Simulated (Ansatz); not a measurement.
# Localised basis functions on random rutile alloy of IrO2 and SiO2 (96 atoms), part 2 of 2

Wanted: errors and times of a linear-scaling basis for random rutile alloy of IrO2 and SiO2 (96 atoms). A setting counts as converged where the r.m.s. difference of forces stays under 1 % of the r.m.s. force.

Ansatz 0.2.0; Kohn-Sham DFT, PBE, PAW (set soft_2), plane waves.

The cell: 24 Si, 64 O and 8 Ir. The host structure and its lattice constant were typed by rule, without a check against the phase diagram. The main run has no spin polarisation. No spin–orbit coupling is included.

So far. Step 3 (Support functions low): Forces differ from the reference by 3.1 meV/Å r.m.s., 0.074 % of their size, well within a tolerance of 1 %; the energy by -5.9 meV/atom. It took 77 s and 14 cycles; the reference's time can't be set against it, since the two runs asked for unlike analyses. Step 4 (Support functions medium): Forces differ from the reference by 3.2 meV/Å r.m.s., 0.075 % of their size, well within a tolerance of 1 %; the energy by -5.8 meV/atom.

## 5. Support functions medium, radius 2.78 Å

Level of this step: Kohn-Sham DFT, PBE, PAW (set soft_2), localised support functions (medium) (Ansatz).

The radius confines each support function; a larger one gives more freedom and more work per atom.

File input.yaml:

```yaml
crystal:
  lattice:
    - [8.5176, 0.0, 0.0]
    - [0.0, 8.5176, 0.0]
    - [0.0, 0.0, 11.1492]
  atoms:
    [... the 96 atom lines of step 2 ...]
kpoints:
  mp_grid: { grid: [2, 2, 1] }
hamiltonian:
  xc: pbe
scf:
  occupations: { method: fermi_dirac, width: 0.05 }
  eigensolver: { kind: { support_functions: { accuracy: medium, radius: 2.78 } } }
  max_iter: 150
output:
  forces: true
  eigenvalues: true
```

The run is started by

```bash
ansatz run input.yaml --threads 8 --pin off --max-ram 15872MiB --backend cpu --events-out ev --progress --plain --runs-dir out
```

Numbers of over 12 decimals in the logs are rounded to 6 here.

Log:

```text
Warning: scf.eigensolver.kind.support_functions: disabling space-group detection — the functions' gradient is summed over unrotated k-points, so no spatial operation reduces the k-mesh or symmetrises the density; time reversal is kept, so that k and −k are solved as one point where they differ and the mesh holds both, and exact exchange and, on two spinor components, a DFT+U term hold to it where the run has them: [...]
Warning: basis.ecutwfc = 464 eV, auto-derived: no grid that the accuracy of the support functions lays serves the files at the lower one that their records recommend; a deck with other species or settings can derive another value
settings of this run that can trade accuracy for cost: scf.eigensolver.kind.support_functions [...]
Engine: ansatz 0.2.0, aarch64-unknown-linux-gnu
Pseudopotentials: kind: paw
Pseudopotential: Si, paw, valence charge 4, recommended cutoff 420 eV (normal), Si.paw.azcp
Pseudopotential: O, paw, valence charge 6, recommended cutoff 420 eV (normal), O.paw.azcp
Pseudopotential: Ir, paw, valence charge 17, recommended cutoff 420 eV (normal), Ir.paw.azcp
[... 5 lines on functional and potentials left out ...]
Error: SCF: the radius of support functions is under 3.11 Å, the least for these sites at the functions' level (scf.eigensolver.kind.support_functions.accuracy). Use scf.eigensolver.kind: auto, or type scf.eigensolver.kind.support_functions.radius at least as long, [...]
```

Elapsed: 2.8 s, on 8 threads of Arm Neoverse V1, shared host; peak memory 0.28 GiB.

The program refuses radii under 3.11 Å for these atoms at this level.

## 6. Support functions medium, radius 3.17 Å

The radius confines each support function; a larger one gives more freedom and more work per atom. Besides, the program derives a nominal cutoff of 464 eV for this run, against the reference's 420.

input.yaml, the sections that differ from step 5:

```yaml
scf:
  occupations: { method: fermi_dirac, width: 0.05 }
  eigensolver: { kind: { support_functions: { accuracy: medium, radius: 3.17 } } }
  max_iter: 150
# crystal, kpoints, hamiltonian, output: as in step 5
```

Log:

```text
[...]
Crystal: 96 atoms, lattice volume = 808.869 Å³
Basis set: ecut = 464 eV, 18431 PW (Γ), exchange–correlation on 120×120×180 points (8 copies of the dense FFT grid, shifted against one another)
Bands: 370, of which v1, the nominal top of the filled ones, is band 308 counted from 1 (307 counted from 0)
Symmetry: 1 space group operations
k-points: 4
[...]
SCF iter   1: F=—  HF=-147037.346844 eV  |F-HF|=—  |Δ(HF+E_count)|=         —  Δρ=1.48e-1  dr2=1.67e2  ethr=1.00e-1
[...]
SCF iter  15: F=—  HF=-147058.163734 eV  |F-HF|=—  |Δ(HF+E_count)|=   2.57e-3  Δρ=1.19e-5  dr2=4.73e-6  ethr=2.69e-9  κ⁻¹=3.1e-5(r=7)
SCF iter  16: F=-147058.163733 eV  HF=-147058.163734 eV  |F-HF|=6.80e-7  |Δ(HF+E_count)|=   6.42e-7  Δρ=5.46e-6  dr2=9.02e-7  ethr=7.67e-10
SCF 1 converged in 16 iterations: F = -147058.213797 eV  dr2 = 9.02e-7
[...]
SCF converged after 16 iterations
[...]
Free energy (F): -147058.213797 eV
[...]
Internal energy: -147058.075556 eV  (E = F + TS)
E sigma→0 (E₀):  -147058.144676 eV
Entropy (-TS):   -0.138241 eV (-1.440 meV/atom)
Fermi energy:    13.483138 eV
[...]
Σ components = -147058.213797   (vs F -147058.213797, Δ=0.00e0)
--- Forces (eV/Å), atoms counted from 1 ---
  atom   1  Si    -6.41888835    -5.63101239    -1.41307830
  atom   2  Si    -0.39528922     0.13072140    -1.33011414
  atom   3  O      4.88014422     4.24646372     1.16400081
  atom   4  O     -3.54782720    -5.42720455    -0.66580895
[...]
atom  96  O     -2.02798113     2.02969161     3.35138529
  max |Σ_I F_I| component: 6.90e-3 eV/Å
--- Band table (eV) ---
[...]
```

Elapsed: 89 s, on 8 threads; peak memory 3.1 GiB.

Keys that differ from the reference: support_functions.accuracy = "medium", support_functions.radius = 3.17 and scf.max_iter = 150.

Forces differ from the reference by 3.2 meV/Å r.m.s., 0.075 % of their size, well within a tolerance of 1 %; the energy by -5.8 meV/atom. It took 89 s and 16 cycles; the reference's time can't be set against it, since the two runs asked for unlike analyses.

## 7. Another setting: basis.ecutwfc = "350 eV"

Changed here: basis.ecutwfc = "350 eV".

This step: Kohn-Sham DFT, PBE, PAW (set soft_2), plane waves (Ansatz 0.2.0).

input.yaml, the sections that differ from step 6:

```yaml
scf:
  occupations: { method: fermi_dirac, width: 0.05 }
output:
  forces: true
  stress: true
  populations: true
  dos:
    method: { smearing: { sigma: 0.1 } }
    de: 0.1
    projected: { site_lists: { Ir: [Ir], O: [O], Si: [Si] } }
  eigenvalues: true
basis:
  ecutwfc: "350 eV"
# crystal, kpoints, hamiltonian: as in step 6
```

Log:

```text
Warning: basis.ecutwfc = 350 eV is below the records' recommended 420 eV, and the density's cutoff is lower with it unless basis.ecutrho_ratio is high enough to keep the records' density cutoff: compare with a run at a higher cutoff
[...]
Crystal: 96 atoms, lattice volume = 808.869 Å³
Basis set: ecut = 350 eV, 11967 PW (Γ), exchange–correlation on 108×108×144 points (8 copies of the dense FFT grid, shifted against one another)
Bands: 404, of which v1, the nominal top of the filled ones, is band 308 counted from 1 (307 counted from 0)
Symmetry: 1 space group operations
[...]
k-points: 4
[...]
SCF iter   1: F=—  HF=-147052.363761 eV  |F-HF|=—  |Δ(HF+E_count)|=         —  Δρ=1.94e-2  dr2=5.05e0  ethr=1.77e-3  ⟨swp⟩=6.0  Hψ=6878  notcnv=0  defer=123
[...]
SCF iter  14: F=-147051.869108 eV  HF=-147051.869108 eV  |F-HF|=4.35e-8  |Δ(HF+E_count)|=   3.15e-8  Δρ=1.14e-6  dr2=5.10e-8  ethr=1.62e-11  ⟨swp⟩=13.2  Hψ=7816  notcnv=0
SCF 1 converged in 14 iterations: F = -147051.869108 eV  dr2 = 5.10e-8
[...]
SCF converged after 14 iterations
Free energy (F): -147051.869108 eV
[...]
Internal energy: -147051.730464 eV  (E = F + TS)
E sigma→0 (E₀):  -147051.799786 eV
Entropy (-TS):   -0.138644 eV (-1.444 meV/atom)
Fermi energy:    13.480445 eV
[...]
--- Forces (eV/Å), atoms counted from 1 ---
  atom   1  Si    -6.43592667    -5.62270755    -1.40062690
  atom   2  Si    -0.38864266     0.13980486    -1.32612944
  atom   3  O      4.88474647     4.25205360     1.14171952
  atom   4  O     -3.56492585    -5.41830994    -0.64522772
  atom   5  O     -1.05387246    -1.37773253    -1.93173213
  atom   6  O     -1.13082908     0.73915013    -1.08992382
  atom   7  Si     0.87282314    -1.42494548    -0.49075932
  atom   8  Ir    -0.75983007     1.20089602    19.84907233
  atom   9  O     -6.07924226    -5.82771731   -11.04476198
  atom  10  O      4.22894699     4.40453076    -7.54421349
  atom  11  O      0.08313168     1.12792341     0.40627676
  atom  12  O     -8.49201986     7.45075151   -17.45737399
  atom  13  Si     0.97910936    -0.58052589    -0.21502956
  atom  14  Ir    -3.54025028     8.16099807    -5.83146551
[...]
atom  95  O     -1.54651987    -1.11519266    -2.90523605
  atom  96  O     -2.01190486     2.01556563     3.36397670
  max |Σ_I F_I| component: 8.28e-5 eV/Å
--- Stress (GPa, compression-positive) ---
       28.873412       1.565350       1.246286
        1.565349      29.155903      -1.666013
        1.246286      -1.666013      44.079196
  P = ⅓ Tr σ = 34.0362 GPa (340.362 kbar)
--- Band table (eV) ---
[...]
--- Löwdin populations: 96 sites ---
  site symbol       q [e]
     0     Si      2.3534
     1     Si      2.4554
     2      O      6.7136
[...]
95      O      6.6933
  spilling = 0.009155 (of n_electrons = 616.000000)
```

Elapsed: 34 s, on 8 threads; peak memory 4.6 GiB; 4.4 min of CPU time.

The program notes that the cutoff lies under the one recommended for these potentials.

Forces differ from the reference by 11 meV/Å r.m.s., 0.26 % of their size, well within a tolerance of 1 %; the energy by +60 meV/atom and the pressure by -0.40 GPa.

## 8. The ladder side by side

Differences are against the plane-wave reference (Kohn-Sham DFT, PBE, PAW (set soft_2), plane waves), whose r.m.s. force component is 4.23 eV/Å. Energies are set beside the reference only for runs with its functional, potentials and electron count. Times are for 8 threads of Arm Neoverse V1, shared host. The reference's time includes the DOS, the stress and grids, which some other runs skip.

```tsv
run	Δ force, r.m.s. (meV/Å)	share of r.m.s. force (%)	Δ energy (meV/atom)	Δ pressure (GPa)	cycles	time	host memory (GiB)
reference	-	-	-	-	14	45 s	5.8
support functions low	3.15	0.0745	-5.87	-	14	77 s	2.9
support functions medium	3.16	0.0748	-5.84	-	16	94 s	3.2
support functions medium, radius 3.17 Å	3.16	0.0749	-5.84	-	16	89 s	3.1
basis.ecutwfc = "350 eV"	10.8	0.256	60.3	-0.402	14	34 s	4.6
```

## 9. The reference in detail

The comparisons rest on this run, so its electronic structure is set out here.

Length of the force by element:

```tsv
element	coordination	atoms	mean length of the force (eV/Å)	spread	least	most
Ir	all	8	14.0	4.74	6.85	20.1
O	all	64	5.49	4.22	0.437	20.8
Si	all	24	3.08	2.02	0.875	8.80
```

Löwdin charges by element (they lack the spilled electrons, 0.060 e an atom on average):

```tsv
element	coordination	atoms	mean charge (e)	spread	least	most
Ir	all	8	1.51	0.0892	1.38	1.70
O	all	64	-0.688	0.0535	-0.764	-0.490
Si	all	24	1.57	0.0379	1.50	1.65
```

Density of states as counts of states in windows of 1 eV (from the Fermi level), total and the larger projections:

```tsv
from (eV)	to (eV)	total	O p	Ir d	Si p	Si s
-18	-13	0.0	0.0	0.0	0.0	0.0
-13	-12	8.7	5.3	1.0	0.3	1.6
-12	-11	22.0	13.7	2.7	1.1	3.3
-11	-10	27.5	17.7	3.8	2.1	2.4
-10	-9	34.2	23.2	4.5	3.6	1.3
-9	-8	39.3	28.2	4.0	4.0	1.1
-8	-7	42.5	32.3	3.5	3.9	0.7
-7	-6	45.5	36.9	2.9	3.3	0.4
-6	-5	50.3	43.6	2.4	2.1	0.3
-5	-4	50.6	45.9	1.9	1.0	0.2
-4	-3	45.2	41.9	1.5	0.5	0.1
-3	-2	19.3	17.0	1.5	0.2	0.1
-2	-1	19.3	6.2	11.6	0.4	0.5
-1	0	18.9	7.2	10.7	0.3	0.2
0	1	8.6	3.6	4.6	0.1	0.0
1	2	0.0	0.0	0.0	0.0	0.0
2	3	5.0	1.0	1.1	0.3	1.4
3	4	15.3	3.4	4.9	1.0	2.7
4	5	23.9	6.1	5.4	2.4	5.5
```

Between -26 and -18 eV lie 128 more states.

The stored curve holds about 551 of the 616 electrons; the rest, give or take the few that broadening carries across the Fermi level, lie in deeper levels below its range.

The levels nearest the highest filled one (over half full), pooled over k-points and spins:

```tsv
level less the highest filled one (eV)	occupation
-0.145	1.93
-0.138	1.91
-0.0896	1.79
-0.0599	1.65
-0.0422	1.53
0	1.17
0.0677	0.537
0.0727	0.498
0.0903	0.379
0.093	0.362
0.133	0.182
0.146	0.142
```

Valence density in the ab plane at fractional z = 0.001, with atoms of Si and O and Ir within 0.2 Å of it. It is the smooth field of the valence electrons, not physical close to the nuclei.

Ten even steps from '_' (0.1 e/Å³) to '@' (8.9 e/Å³), each cell a mean:
```
________________________________________________
________________....____________________....____
______________::++==..________________--**++..__
____________..==##**..________________--##**::__
______________::==--..________________..==--..__
________________..______________________________
____..----..________________..----..____________
____::**##--________________::**##--____________
____::++**::________________::++**--____________
____..::::__________..::--....::::..____________
____________________==%%%%==..__________________
__________________..++@@@@##::__________________
__________________..--##%%++..__________________
______________..::....--==::__________......____
____________..++**--..________________--**==..__
____________..++##==..______________..==##++..__
______________::--..__________________::==::____
________________________________________..______
______....____________________....______________
____--++==..________________::++++::____________
__..--##**..________________--####::____________
____::==--__________________..====..____________
______..______________________..________________
________________________________________________
```
Columns run along a (8.5 Å), rows up along b (8.5 Å). Atoms in or near the plane, at fractional coordinates: Si at (0.02, 0.02), O at (0.15, 0.14), O at (0.34, 0.36), Si at (0.00, 0.49), O at (0.16, 0.66), O at (0.35, 0.85), Si at (0.50, 0.00), O at (0.65, 0.14), O at (0.84, 0.35), Ir at (0.49, 0.51), O at (0.66, 0.66), O at (0.86, 0.85).

Electrostatic potential energy in the ab plane at fractional z = 0.001, with atoms of Si and O and Ir within 0.2 Å of it. With pseudopotentials it is smooth inside the atoms' cores, unlike the true potential.

Ten even steps from '_' (-48 eV) to '@' (17 eV), each cell a mean:
```
..::++%%@@@@@@@@@@%%==____::**%%@@@@@@@@@@@@##--
++**%%@@@@@@@@%%####**==--++%%@@@@@@@@%%**##%%##
%%%%@@@@@@@@@@++::--######%%@@@@@@@@@@++::--**@@
@@@@@@@@@@@@%%--__::**@@@@@@@@@@@@@@%%==..::**@@
@@@@@@@@@@@@%%++--==%%@@@@@@@@@@@@@@%%**--==%%@@
@@@@@@@@%%%%%%%%##%%@@@@@@@@@@@@%%%%%%%%%%@@@@@@
@@@@%%++==##%%@@@@@@@@@@@@@@%%++==**%%@@@@@@@@@@
@@@@++::..==%%@@@@@@@@@@@@@@**::..==%%@@@@@@@@@@
@@@@**::::++@@@@@@@@%%%%%%%%**::::++@@@@@@@@@@@@
####%%****%%@@@@@@%%**----++##****%%@@@@@@@@%%##
::==##@@@@@@@@@@@@##::____..++%%@@@@@@@@@@%%++::
__..**%%@@@@@@@@@@**..______==%%@@@@@@@@@@##--__
__::**%%@@@@@@@@%%**..____..++%%@@@@@@@@@@##--__
::==##@@@@@@@@##++**++::::==##@@@@@@@@%%**##**--
##%%%%@@@@@@##--..--######%%@@@@@@@@%%==::--####
@@@@@@@@@@@@**::..--%%@@@@@@@@@@@@@@%%--..--##@@
@@@@@@@@@@@@%%++==**@@@@@@@@@@@@@@@@%%++--++%%@@
@@@@@@@@@@%%%%%%%%@@@@@@@@@@@@@@@@@@@@%%%%@@@@@@
@@@@%%**##%%%%@@@@@@@@@@@@@@@@####%%@@@@@@@@@@@@
@@%%++::::**%%@@@@@@@@@@@@@@**::::++@@@@@@@@@@@@
####--..::**@@@@@@@@@@%%%%%%==....++@@@@@@@@@@%%
--====--==%%@@@@@@%%##****##**====##@@@@@@@@##++
__..==##%%@@@@@@@@%%++::..--##%%%%@@@@@@@@%%**::
____--##@@@@@@@@@@##--____..**%%@@@@@@@@@@%%++..
```
Columns run along a (8.5 Å; values clipped at the 3rd and 97th percentile), rows up along b (8.5 Å). Atoms in or near the plane, at fractional coordinates: Si at (0.02, 0.02), O at (0.15, 0.14), O at (0.34, 0.36), Si at (0.00, 0.49), O at (0.16, 0.66), O at (0.35, 0.85), Si at (0.50, 0.00), O at (0.65, 0.14), O at (0.84, 0.35), Ir at (0.49, 0.51), O at (0.66, 0.66), O at (0.86, 0.85).

Mean Löwdin charges: Ir +1.51, O -0.69, Si +1.57 e (they miss 0.94 % of the electrons, so they add up to more than the cell's charge). Within 0.4 eV of the Fermi level the largest share is Ir d (55 % of the projected weight).

## 10. Structure statistics

Bonds and neighbours are counted at the geometry of the runs.

Density 6.64 g/cm³, 8.426 Å³ an atom.

g(r), total and by pair (bins of 0.2 Å):

```tsv
r (Å)	total	O-O	O-Si	O-Ir	Si-Si	Si-Ir	Ir-Ir
1.50	0.09	0.00	0.18	0.25	0.00	0.00	0.00
1.70	1.61	0.00	3.63	3.63	0.00	0.00	0.00
1.90	2.20	0.00	5.06	4.57	0.00	0.00	0.00
2.10	0.19	0.10	0.24	0.59	0.00	0.00	0.00
2.30	0.35	0.80	0.00	0.00	0.00	0.00	0.00
2.50	1.50	3.36	0.00	0.00	0.00	0.25	0.00
2.70	1.66	3.33	0.00	0.00	1.94	1.13	1.30
2.90	0.45	0.80	0.00	0.00	0.55	1.22	1.14
3.10	0.86	0.76	1.04	0.82	0.92	0.35	2.00
3.30	1.69	0.16	2.17	2.59	5.62	5.20	5.52
3.50	0.53	0.31	0.64	0.41	0.93	1.68	0.00
3.70	0.91	0.72	1.35	1.32	0.00	0.00	0.00
3.90	0.67	0.20	1.31	1.30	0.00	0.00	0.00
4.10	0.91	0.90	0.96	1.15	0.60	0.59	0.00
4.30	1.85	1.35	2.50	2.24	1.28	1.74	1.10
4.50	0.92	1.58	0.41	0.54	0.23	0.26	0.00
4.70	0.97	2.16	0.04	0.00	0.00	0.00	0.00
4.90	0.68	0.73	0.64	0.46	0.64	1.03	0.84
5.10	1.37	1.06	0.99	1.23	3.90	3.98	3.48
5.30	1.16	0.94	1.37	1.09	1.62	1.15	1.83
5.50	0.98	0.78	1.29	1.54	0.33	0.33	0.33
5.70	0.39	0.17	0.64	0.66	0.28	0.32	0.32
5.90	0.66	0.82	0.54	0.47	0.44	0.77	0.00
6.10	0.78	1.25	0.38	0.40	0.51	0.59	0.00
6.30	1.27	0.59	2.24	2.21	0.06	0.17	0.00
6.50	1.52	1.51	1.71	1.82	0.76	0.67	0.24
6.70	1.35	1.84	0.77	0.70	1.54	2.38	1.33
6.90	1.17	0.91	0.97	0.95	3.15	2.84	2.75
```

Bonds by pair of elements; cutoffs follow the first minimum of g(r), held within bounds set by covalent radii, and pairs that aren't listed don't count as bonded:

```tsv
pair A-B	cutoff (Å)	bonds	mean length (Å)	spread (Å)	shortest (Å)	B about A	A about B
O-Si	2.16	144	1.83	0.099	1.55	2.25	6
O-Ir	2.43	48	1.84	0.121	1.58	0.75	6
```

How many atoms have how many bonded neighbours:

```tsv
element	mean	3	6
Ir	6	0	8
O	3	64	0
Si	6	0	24
```

Oxygen atoms by the number of network formers (Si, P, Ge, B, Al, As, Ga) bound to them:

```tsv
network formers bound to O	O atoms	per cent
0	1	1.6
1	9	14.1
2	27	42.2
3	27	42.2
```

Network units: each former by its oxygen neighbours and how many of them bridge to another former:

```tsv
former	O neighbours	bridging O	atoms
Si	6	5	9
Si	6	6	15
```

Rings of the network by King's shortest-path rule, up to 12 atoms, one path for each pair of neighbours; H, halogens, alkali and alkaline-earth atoms are left out, and the last column divides by all other atoms, bonded or not:

```tsv
ring size (atoms)	rings	per network atom
4	32	0.333
6	128	1.33
8	91	0.948
```

First main peaks of g(r), for some of the pairs, lie near 2.61 Å (O-O), 1.82 Å (O-Si) and 1.81 Å (O-Ir). By these cutoffs all Ir atoms have 6, all O atoms have 3 and all Si atoms have 6 bonded neighbours. Counting bonds to Si alone, not to Ir, 42 % of the oxygens join two of these atoms and 14 % one; 42 % join three; 2 % join none. The commonest Si unit has 6 oxygens, 6 of them shared with other formers (15 of 24 atoms). Rings of 6 atoms are the most common (51 % of those counted); sizes run from 4 to 8.

The surroundings of Ir73, one of the 8 Ir atoms, nearest first, numbered as they follow in the input and with coordinates relative to it.

```tsv
atom	x	y	z	distance (Å)	bonds	Löwdin charge (e)	Fx	Fy	Fz (eV/Å)
Ir73	0.00	0.00	0.00	0.00	6	1.56	9.77	-6.34	-8.21
O30	-0.71	0.82	1.28	1.68	3	-0.64	-6.60	6.58	8.52
O48	-0.71	0.78	-1.32	1.69	3	-0.63	-6.43	5.97	-11.63
O53	0.81	-0.86	1.28	1.74	3	-0.52	5.45	-4.19	3.58
O4	-1.35	-1.27	0.00	1.85	3	-0.70	-3.55	-5.43	-0.67
O71	0.99	-0.88	-1.44	1.95	3	-0.74	-1.33	-1.01	-3.52
O75	1.43	1.33	-0.07	1.96	3	-0.72	0.58	0.84	1.20
Ir79	0.04	-0.15	2.76	2.76	6	1.38	-3.00	4.69	-4.00
Si91	-0.05	-0.03	-2.89	2.89	6	1.54	3.21	-1.44	2.72
Si26	-1.97	1.94	1.24	3.03	6	1.59	-1.61	2.46	3.07
```

The column of bonds counts only the pairs O-Si within 2.16 Å, O-Ir within 2.43 Å; other neighbours, such as metal atoms beside each other in a compound, aren't counted, and periodic images can show an atom twice.

## 11. What came out

- free energy per atom: -1531.8506 eV/atom
- density: 6.643 g/cm³
- pressure: 34.44 GPa
- r.m.s. force component: 4.225 eV/Å
- wall time of the 5 DFT runs: 5.7 min

In words: Against plane waves at 420 eV, the forces differ by 3.2 meV/Å (0.075 %) with support functions medium. At 96 atoms the fastest of the runs at a preset level, support functions low, takes roughly 1.7 times the time of plane waves (whose run also made extra analyses, so the like-for-like ratio is larger), in 14 SCF cycles against 14. Differences between support functions and plane waves include what basis error the plane-wave run still has. The force difference hardly changes among these support-function runs, which points to the basis of the plane-wave reference as its main source.

13 levels are partly filled, by over 2 % (on the run's k-points): no clear gap opens at this level. Counting bonds as in the table, all Ir atoms have 6, all O atoms have 3 and all Si atoms have 6 bonded neighbours.

**Limits.** The geometry was built by rule, was displaced at random and isn't relaxed at this level: its force components are 4.2 eV/Å r.m.s. The stress is far from hydrostatic: its diagonal is 29.3, 29.6, 44.4 GPa, compression counted positive. The pressure of 34 GPa belongs to a cell and atoms that aren't relaxed at this level.

[Logs are printed without paths, hosts, clocks, repeated set-up lines and the standing remarks that a program may print on its own settings, such as how far it seeks lower states.]

[Hosts, paths, dates, database ids (printed as entryN), source tags and the programs' standing remarks are cut or masked in the printed files.]
